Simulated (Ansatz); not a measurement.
# Sn2TeO (built on the sites of a database entry of SnO): phonons and vibrational spectra, part 2 of 2

The cell of Sn2TeO (built on the sites of a database entry of SnO) is at rest. What are its phonons? After the zone centre comes a 2×2×2 q mesh on a 12×12×12 k mesh.

Ansatz 0.2.0; DFT PBEsol, scalar-relativistic, plane waves, PAW.

So far. Step 2 (Modes at Γ): Before it was imposed, the acoustic sum rule was missed by 1.2e-5 eV/Å². Small misses are needed for a sound result but don't prove that mesh and cutoff are converged. The lowest optical mode is imaginary, 174.3i cm⁻¹, so the energy falls along it.

The structure was built from a prototype and need not be the compound's stable phase.

## (3) Response at finite wavevector

Stability and thermal properties need the whole zone. Linear response on a 2×2×2 q mesh gives force constants as far as a supercell of that size would.

File input.yaml:

```yaml
crystal:
  lattice:
    - [4.6545958854, 0.0, 0.0]
    - [0.0, 4.6545958854, 0.0]
    - [0.0, 0.0, 4.4974265172]
  atoms:
    - { symbol: Sn, position: [0.5, 0.0, 0.3328754615] }
    - { symbol: Sn, position: [0.0, 0.5, 0.6671245385] }
    - { symbol: O, position: [0.0, 0.0, 0.0] }
    - { symbol: Te, position: [0.5, 0.5, 0.0] }
kpoints:
  mp_grid: { grid: [12, 12, 12] }
hamiltonian:
  xc: pbesol
scf:
  occupations: { method: methfessel_paxton, width: 0.2 }
output:
  eigenvalues: true
phonons:
  method: dfpt
  qmesh: [2, 2, 2]
  temperatures: { t_max: 1000, t_step: 50 }
  qpath:
    path:
      - [[0.0, 0.0, 0.0], [0.0, 0.5, 0.0], [0.5, 0.5, 0.0], [0.0, 0.0, 0.0], [0.0, 0.0, 0.5], [0.0, 0.5, 0.5], [0.5, 0.5, 0.5], [0.0, 0.0, 0.5]]
      - [[0.0, 0.5, 0.0], [0.0, 0.5, 0.5]]
      - [[0.5, 0.5, 0.0], [0.5, 0.5, 0.5]]
    npoints: 10
```

Run with:

```console
ansatz run input.yaml --threads 4 --pin off --max-ram 14336MiB --backend cpu --events-out ev --progress --plain --runs-dir out
```

Numbers of over 12 decimals in the logs are rounded to 6 here.

The program printed:

```text
Warning: phonons: the dynamical matrix that this run interpolates holds no multipole term above the dipole-dipole one, and a site of this crystal is no centre of inversion, so its interpolated transverse optical and acoustic branches and sound speeds can stay off near Gamma, and the density of states and the thermodynamics with them. What a run solves at a wave vector of phonons.qpoints, Gamma apart, where the deck admits one, is free of this, and under fd what a larger phonons.supercell samples
[...]
Crystal: 4 atoms, lattice volume = 97.438 Å³
Basis set: ecut = 420 eV, 1895 PW (Γ), exchange–correlation on 64×64×64 points (8 copies of the dense FFT grid, shifted against one another)
Bands: 30, of which v1, the nominal top of the filled ones, is band 25 counted from 1 (24 counted from 0)
Symmetry: 8 space group operations
k-points: 196 of 1728 (time reversal used)
[...]
SCF iter   1: F=—  HF=-19359.391610 eV  |F-HF|=—  |Δ(HF+E_count)|=         —  Δρ=1.04e-2  dr2=1.10e-1  ethr=1.77e-3  ⟨swp⟩=6.6  Hψ=26283  notcnv=0
[...]
SCF iter  12: F=-19359.372061 eV  HF=-19359.372061 eV  |F-HF|=3.64e-12  |Δ(HF+E_count)|=  3.64e-12  S|Δr|=    0.00e0  Δρ=4.52e-8  dr2=2.76e-12  ethr=1.00e-12  ⟨swp⟩=9.7  Hψ=30595  notcnv=0
SCF 1 converged in 12 iterations: F = -19359.372061 eV  dr2 = 2.76e-12
[...]
iter 1 solved again at ethr=3.18e-7 eV; its pass at ethr=3.10e-3 eV (dr2=1.59e-4 eV) is discarded
SCF iter   1: F=—  HF=-19359.372060 eV  |F-HF|=—  |Δ(HF+E_count)|=         —  Δρ=1.15e-6  dr2=1.98e-9  ethr=3.18e-7  ⟨swp⟩=3.1  Hψ=43374  notcnv=0
eigensolver tolerance schedule: the retry pair's looser diagonalisation over-reported the residual by 80358.98 of it (diagonalisation noise at an unbounded share of the residual, at the tolerance the schedule requests for it); recorded, not acted on — ethr = c·dr2/N_el stays at c = 1.0e-1
[...]
SCF iter   2: F=—  HF=-19359.372061 eV  |F-HF|=—  |Δ(HF+E_count)|=   1.25e-6  S|Δr|=    0.00e0  Δρ=4.09e-7  dr2=1.96e-10  ethr=3.96e-12  ⟨swp⟩=4.1  Hψ=17148  notcnv=0
[...]
SCF iter   6: F=-19359.372061 eV  HF=-19359.372061 eV  |F-HF|=1.09e-11  |Δ(HF+E_count)|=  1.09e-11  S|Δr|=    0.00e0  Δρ=6.88e-8  dr2=7.04e-12  ethr=1.00e-12  ⟨swp⟩=3.2  Hψ=10865  notcnv=0
SCF 2 converged in 6 iterations: F = -19359.372061 eV  dr2 = 7.04e-12
phonons: the bands overlap, so this run is a metal and interpolates without the dipole-dipole term. If the crystal is really an insulator or semiconductor, its LO-TO splitting is missing
NSCF: frozen V_eff on 196 k-points
[...]
DFPT response loops at q = (0, 0, 0) (fractional): preconditioner auto → Kerker (q_TF=auto, 2.441 Å⁻¹) (partly filled bands, converged f_vac=0.000); β = 1.00, the filter's whole step (`scf.mixing.beta` (0.50) is not read by the response loops under this deck's `scf.mixing.preconditioner`; to damp them name `kerker` or `kerker_dos`, under which they read `scf.mixing.beta`, and type it under 1.00, their step now; both keys bind the ground state too); Broyden in place of MSR1
[...]
SCF converged after 12 iterations
[...]
Free energy (F): -19359.372061 eV
[...]
Internal energy: -19359.376616 eV  (E = F + TS)
E sigma→0 (E₀):  -19359.373200 eV
Entropy (-TS):   0.004556 eV (1.139 meV/atom)
Fermi energy:    8.970285 eV
[...]
--- Band table (eV; the first three rows and the last of 196) ---
  k-point 0: bands = [... 21 lower, 7.3994, 7.9155, 7.9461, 7.9461, 10.4133, 12.0360, 12.0360, 12.6785, ... 1 higher]
  k-point 1: bands = [... 21 lower, 7.4970, 7.8641, 7.9458, 7.9458, 10.3804, 11.6765, 11.6765, 12.4861, ... 1 higher]
  k-point 2: bands = [... 21 lower, 7.7328, 7.7752, 7.9404, 7.9404, 10.1913, 11.0190, 11.0190, 12.1563, ... 1 higher]
  k-point 195: bands = [... 21 lower, 5.3740, 5.7812, 8.7453, 8.7453, 10.6810, 12.0878, 14.7003, 15.0211, ... 1 higher]
--- Phonons (Γ-DFPT): 7 representative perturbations + reference (Σ response iterations 21) ---
  ASR residual: 1.254e-5 → 0.000e0 eV/Å²; symmetrization residual: 1.093e-5 eV/Å²
  ASR residual per site (eV/Å²): 1.25e-5 1.25e-5 8.97e-6 5.03e-6
[...]
--- Phonons (arbitrary-q DFPT): 6 irreducible q on the 2×2×2 mesh ---
  q = [0.0000, 0.0000, 0.0000] (star 1, of the zone-centre solve; hermiticity 2.37e-6, symmetrization 4.89e-12): -174.34 -174.34 -62.41 -0.00 -0.00 0.00 66.10 66.10 110.13 170.98 190.64 190.64
  q = [0.0000, 0.0000, -0.5000] (star 1, 7 solved perturbations in 2107 linear systems a pass and spin channel, the states on 343 of 1728 k-point pairs; hermiticity 8.08e-6, symmetrization 2.99e-7): -166.56 -166.56 35.94 35.94 48.31 78.76 87.64 87.64 119.64 176.51 193.61 193.61
  q = [0.0000, -0.5000, 0.0000] (star 2, 12 solved perturbations on 343 of 1728 k-point pairs; hermiticity 1.08e-6, symmetrization 3.09e-8): -145.94 -141.28 -42.28 -20.87 22.64 59.53 77.64 105.08 165.64 168.94 195.25 208.18
[...]
sum rule: each row above includes the acoustic sum rule's correction from the zone centre's row sums; it moved no ω² by more than (0.39 cm⁻¹)²
  mesh force constants: q→R imaginary residual 1.23e-17; ASR residual 1.254e-5 → 0.000e0 eV/Å²; symmetrization residual 5.329e-15 eV/Å²
  interpolated dispersion: 93 rows × 12 modes
  density of states and harmonic sums: on the 14×14×14 q-mesh, interpolated from the force constants of a 2×2×2 supercell (no non-analytic term)
  largest difference from the sums on the solved wave vectors: F 5.53e-2 eV, S 6.49e-5 and C_V 9.73e-6 eV/K
  zero-point energy: 0.059527 eV/cell   skipped modes (ω ≤ 0): 1146, of them read as no rigid motion or as one in doubt: 1143 (4.012e0 modes/cell left out, lowest -219.18 cm⁻¹)   left out of the sums: 3.34e-1 of the cell's modes: C_V's classical limit lies that fraction below 3 k_B per atom; for a crystal, a wire or a layer, F and S can be off by more, and a phonons.interpolated_qmesh denser along its periods is the remedy for the sampling
```

Elapsed: 21 min, on 4 threads of Arm Neoverse V1, shared host; peak memory 2.7 GiB.

This step gave:

| Property | Result |
| --- | --- |
| sum-rule residual before enforcement | 1.25e-5 eV/Å² |
| lowest frequency on the path | -219.2 cm⁻¹ |
| highest frequency on the path or at a solved wavevector | 208.2 cm⁻¹ |
| lowest mode on the q mesh (acoustic modes at Γ apart) | -219.2 cm⁻¹ |

Frequencies (cm⁻¹) solved at each irreducible wavevector; negative means imaginary. Frequencies by wavevector, by row:

```
q in reciprocal lattice units  star  mode 1  mode 2  mode 3  mode 4  mode 10  mode 11  mode 12
                        0 0 0     1  -174.3  -174.3   -62.4       0      171    190.6    190.6
                     0 0 -0.5     1  -166.6  -166.6    35.9    35.9    176.5    193.6    193.6
                     0 -0.5 0     2  -145.9  -141.3   -42.3   -20.9    168.9    195.2    208.2
                  0 -0.5 -0.5     2  -160.1  -140.5   -80.8   -23.3    179.9    190.9    194.6
                  -0.5 -0.5 0     1    -202  -164.7  -164.7   -53.1    165.5    165.7    190.4
               -0.5 -0.5 -0.5     1  -219.2  -181.4  -181.4   -57.6    162.9    162.9    197.8
```

Interpolated from a 2×2×2 q mesh, rough between the solved points. The phonon branches at the labelled points (cm⁻¹):

```csv
point,branch 1,branch 2,branch 3,branch 4,branch 9,branch 10,branch 11,branch 12
Γ,-174,-174,-62,0,110,171,191,191
halfway,-158,-146,-91,19,139,168,193,199
X,-146,-141,-42,-21,166,169,195,208
halfway,-181,-140,-120,-61,144,166,191,197
M,-202,-165,-165,-53,166,166,166,190
halfway,-168,-132,-122,-46,133,166,193,197
Γ,-174,-174,-62,0,110,171,191,191
halfway,-170,-170,25,25,119,172,192,192
Z,-167,-167,36,36,120,176,194,194
halfway,-153,-149,-78,24,149,174,193,194
R,-160,-140,-81,-23,167,180,191,195
halfway,-195,-149,-142,-62,153,165,182,197
A,-219,-181,-181,-58,161,163,163,198
halfway,-174,-140,-125,-50,143,168,188,197
Z,-167,-167,36,36,120,176,194,194
jump to X,-146,-141,-42,-21,166,169,195,208
halfway,-153,-141,-63,-22,166,174,195,200
R,-160,-140,-81,-23,167,180,191,195
jump to M,-202,-165,-165,-53,166,166,166,190
halfway,-210,-173,-173,-55,163,164,164,194
A,-219,-181,-181,-58,161,163,163,198
```

Tetrahedra on a 14×14×14 mesh, mean over bins of 5 cm-1. Interpolated from a 2×2×2 q mesh, rough between the solved points. Phonon density of states against wavenumber; read off at these points:

wavenumber (cm⁻¹), phonon density of states (1/cm⁻¹/cell) and a bar:
```
     -218      0.001 
     -208      0.005 #
     -192      0.009 #
     -182      0.011 ##
     -172      0.022 ####
     -162      0.062 ###########
     -148      0.035 ######
     -138      0.066 ############
     -128      0.008 #
     -112      0.010 ##
     -102      0.011 ##
      -92      0.016 ###
      -78      0.008 #
      -68      0.005 #
      -58      0.035 ######
      -48      0.011 ##
      -32      0.016 ###
      -22      0.018 ###
      -12      0.013 ##
        2      0.014 ##
       12      0.024 ####
       22      0.041 #######
       38      0.027 #####
       48      0.049 #########
       58      0.020 ###
       68      0.022 ####
       82      0.035 ######
       92      0.044 ########
       98      0.049 #########
      102      0.041 #######
      118      0.028 #####
      128      0.008 #
      138      0.017 ###
      152      0.029 #####
      162      0.049 #########
      168      0.134 ########################
      172      0.048 ########
      182      0.018 ###
      192      0.168 ##############################
      198      0.141 #########################
      208      0.003
```

The partial phonon density of states has structure finer than the step of the table below, so its rows give means over 10 cm⁻¹, whole bins alone (the curve runs from -228 to 224 cm⁻¹). Peaks (cm⁻¹: height): O -162.3: 0.0285, -139.5: 0.0304, -91.2: 0.0101, 107.6: 0.0192; Sn -139.5: 0.0255, -60.0: 0.0304, 22.4: 0.0233, 96.2: 0.0227, 144.5: 0.0244, 167.3: 0.0394, 195.7: 0.0876; Te 22.4: 0.0151, 167.3: 0.0592, 195.7: 0.0640.

Phonopy on the run's constants, 13x13x13 mesh, Gaussian sigma 3.2 cm-1. Interpolated from a 2×2×2 q mesh, rough between the solved points. Partial phonon density of states against wavenumber; means over each step; values in 1/cm⁻¹/cell:

| wavenumber (cm⁻¹) | O | Sn | Te |
| --- | --- | --- | --- |
| -220 | 6.7e-4 | 1.9e-4 | 6.0e-7 |
| -210 | 0.00296 | 9.6e-4 | 1.1e-5 |
| -200 | 0.00546 | 0.00221 | 3.8e-5 |
| -190 | 0.00641 | 0.00312 | 8.8e-5 |
| -180 | 0.00873 | 0.00473 | 4.5e-4 |
| -170 | 0.0191 | 0.0122 | 0.00158 |
| -160 | 0.0272 | 0.0199 | 0.00247 |
| -150 | 0.0216 | 0.0157 | 0.00216 |
| -140 | 0.0271 | 0.0221 | 0.00219 |
| -130 | 0.0110 | 0.00704 | 0.00141 |
| -120 | 0.00548 | 0.00233 | 0.00128 |
| -110 | 0.00656 | 0.00282 | 0.00134 |
| -100 | 0.00713 | 0.00305 | 0.00121 |
| -90 | 0.00955 | 0.00427 | 0.00121 |
| -80 | 0.00658 | 0.00322 | 7.5e-4 |
| -70 | 0.00327 | 0.00489 | 8.8e-4 |
| -60 | 0.00230 | 0.0232 | 0.00343 |
| -50 | 0.00156 | 0.0107 | 0.00353 |
| -40 | 0.00124 | 0.00773 | 0.00521 |
| -30 | 7.4e-4 | 0.00956 | 0.00662 |
| -20 | 8.6e-4 | 0.0101 | 0.00695 |
| -10 | 6.5e-4 | 0.00743 | 0.00526 |
| 0 | 1.5e-4 | 0.00410 | 0.00326 |
| 10 | 5.0e-4 | 0.0111 | 0.00813 |
| 20 | 0.00179 | 0.0204 | 0.0136 |
| 30 | 0.00304 | 0.0208 | 0.0127 |
| 40 | 0.00495 | 0.0202 | 0.0119 |
| 50 | 0.00740 | 0.0181 | 0.00893 |
| 60 | 0.00702 | 0.0131 | 0.00322 |
| 70 | 0.00833 | 0.0149 | 0.00380 |
| 80 | 0.0111 | 0.0188 | 0.00511 |
| 90 | 0.0117 | 0.0189 | 0.00762 |
| 100 | 0.0164 | 0.0204 | 0.00741 |
| 110 | 0.0183 | 0.0177 | 0.00516 |
| 120 | 0.00879 | 0.0111 | 0.00308 |
| 130 | 0.00215 | 0.00834 | 0.00119 |
| 140 | 0.00363 | 0.0174 | 0.00376 |
| 150 | 0.00466 | 0.0207 | 0.00625 |
| 160 | 0.00422 | 0.0209 | 0.0240 |
| 170 | 0.00430 | 0.0294 | 0.0404 |
| 180 | 0.00180 | 0.0133 | 0.00997 |
| 190 | 0.00188 | 0.0552 | 0.0384 |
| 200 | 0.00141 | 0.0454 | 0.0328 |
| 210 | 3.0e-4 | 0.00232 | 0.00140 |

Symmetry leaves 6 wavevectors to solve. The lowest mode among them, the acoustic zeros apart, lies at q = (-0.5, -0.5, -0.5) and is imaginary, 219.2i cm⁻¹, so the energy falls along it.

## (4) Another isotope, element O, natural mass 15.999 amu

An isotope changes the mass and not the force constants, so no new electronic calculation is needed; the shifts show which modes move this element.

The same force constants with the mass of O changed from 15.999 to 17.999 u (phonopy, no LO-TO term). Both lists are sorted by frequency; levels can cross, so a row need not hold one and the same mode. Modes under 3 cm⁻¹ are left out. Isotope shifts, by row, the first 40 of 45 rows:

```csv
q,rank,natural mass (cm⁻¹),changed mass (cm⁻¹)
0 0 0,1,-174.3,-168.4
0 0 0,2,-174.3,-168.4
0 0 0,3,-62.41,-59.09
0 0 0,7,66.1,64.71
0 0 0,8,66.1,64.71
0 0 0,9,110.1,110.1
0 0 0,10,171,170.7
0 0 0,11,190.6,190.5
0 0 0,12,190.6,190.5
0 0 -0.5,1,-166.6,-161.5
0 0 -0.5,2,-166.6,-161.5
0 0 -0.5,3,35.94,35.85
0 0 -0.5,4,35.94,35.85
0 0 -0.5,5,48.31,48.11
0 0 -0.5,6,78.76,74.68
0 0 -0.5,7,87.64,85.4
0 0 -0.5,8,87.64,85.4
0 0 -0.5,9,119.6,119.6
0 0 -0.5,10,176.5,176.2
0 0 -0.5,11,193.6,193.6
0 0 -0.5,12,193.6,193.6
0 -0.5 0,1,-145.9,-141.2
0 -0.5 0,2,-141.3,-138.2
0 -0.5 0,3,-42.28,-41.66
0 -0.5 0,4,-20.87,-20.81
0 -0.5 0,5,22.64,22.64
0 -0.5 0,6,59.53,58.7
0 -0.5 0,7,77.64,75.88
0 -0.5 0,8,105.1,101.2
0 -0.5 0,9,165.6,165.1
0 -0.5 0,10,168.9,165.6
0 -0.5 0,11,195.2,195.2
0 -0.5 0,12,208.2,206.7
0 -0.5 -0.5,1,-160.1,-153.9
0 -0.5 -0.5,2,-140.5,-137.8
0 -0.5 -0.5,3,-80.82,-78.49
0 -0.5 -0.5,4,-23.31,-23.25
0 -0.5 -0.5,5,39.36,39.15
0 -0.5 -0.5,6,45.21,45.21
0 -0.5 -0.5,7,57.54,56.62
```

A mode of this element alone would shift by -5.72 %. The highest zone-centre frequency without the field goes from 190.6 to 190.5 cm⁻¹ (-0.1 %).

## (5) Isotope substitution, element Sn, natural mass 118.71 amu

The same for Sn, from 118.71 to 123.91 u.

A mode of this element alone would shift by -2.12 %. The highest zone-centre frequency without the field goes from 190.6 to 188.2 cm⁻¹ (-1.3 %).

## (6) Isotope substitution, element Te, natural mass 127.6 amu

The same for Te, from 127.60 to 129.91 u.

A mode of this element alone would shift by -0.89 %. The highest zone-centre frequency without the field goes from 190.6 to 190.0 cm⁻¹ (-0.3 %).

## (7) Summary of results

```
space group (within 0.01 Å)                             : P-4m2
volume per atom                                         : 24.4 Å³
electronic character                                    : no gap on this mesh
highest optical mode at the zone centre (no LO-TO term) : 191 cm⁻¹
lowest optical zone-centre mode                         : -174 cm⁻¹
lowest mode on the q mesh (acoustic modes at Γ apart)   : -219 cm⁻¹
highest frequency on the path or at a solved wavevector : 208 cm⁻¹
imaginary modes on the 2×2×2 q mesh                     : yes
```

In words: Modes are clearly imaginary (beyond 10i cm⁻¹) at 6 of the 6 irreducible wavevectors, most at q = (-0.5, -0.5, -0.5) (219.2i cm⁻¹), so this structure is not a minimum of the energy. The optical modes at Γ span -174 to 191 cm⁻¹ (negative means imaginary). The q mesh stands for a supercell only 9.0 Å across, so branches between the solved wavevectors are rough. With no gap, or one that is small against the smearing, the frequencies hang on the k mesh and the smearing, most of all near Kohn anomalies. A semilocal functional can close a gap that the real compound would have, so the metallic treatment may be an artefact of the level. Spin-orbit coupling is left out, which can matter for the heavy elements here. The starting cell was built on a prototype and not taken from a measurement, so the phase need not exist. These are harmonic frequencies at zero temperature: anharmonic shifts, linewidths and thermal expansion are left out.

[Logs are printed without paths, hosts, clocks, repeated set-up lines and the standing remarks that a program may print on its own settings, such as how far it seeks lower states.]

[Hosts, paths, dates, database ids (printed as entryN), source tags and the programs' standing remarks are cut or masked in the printed files.]
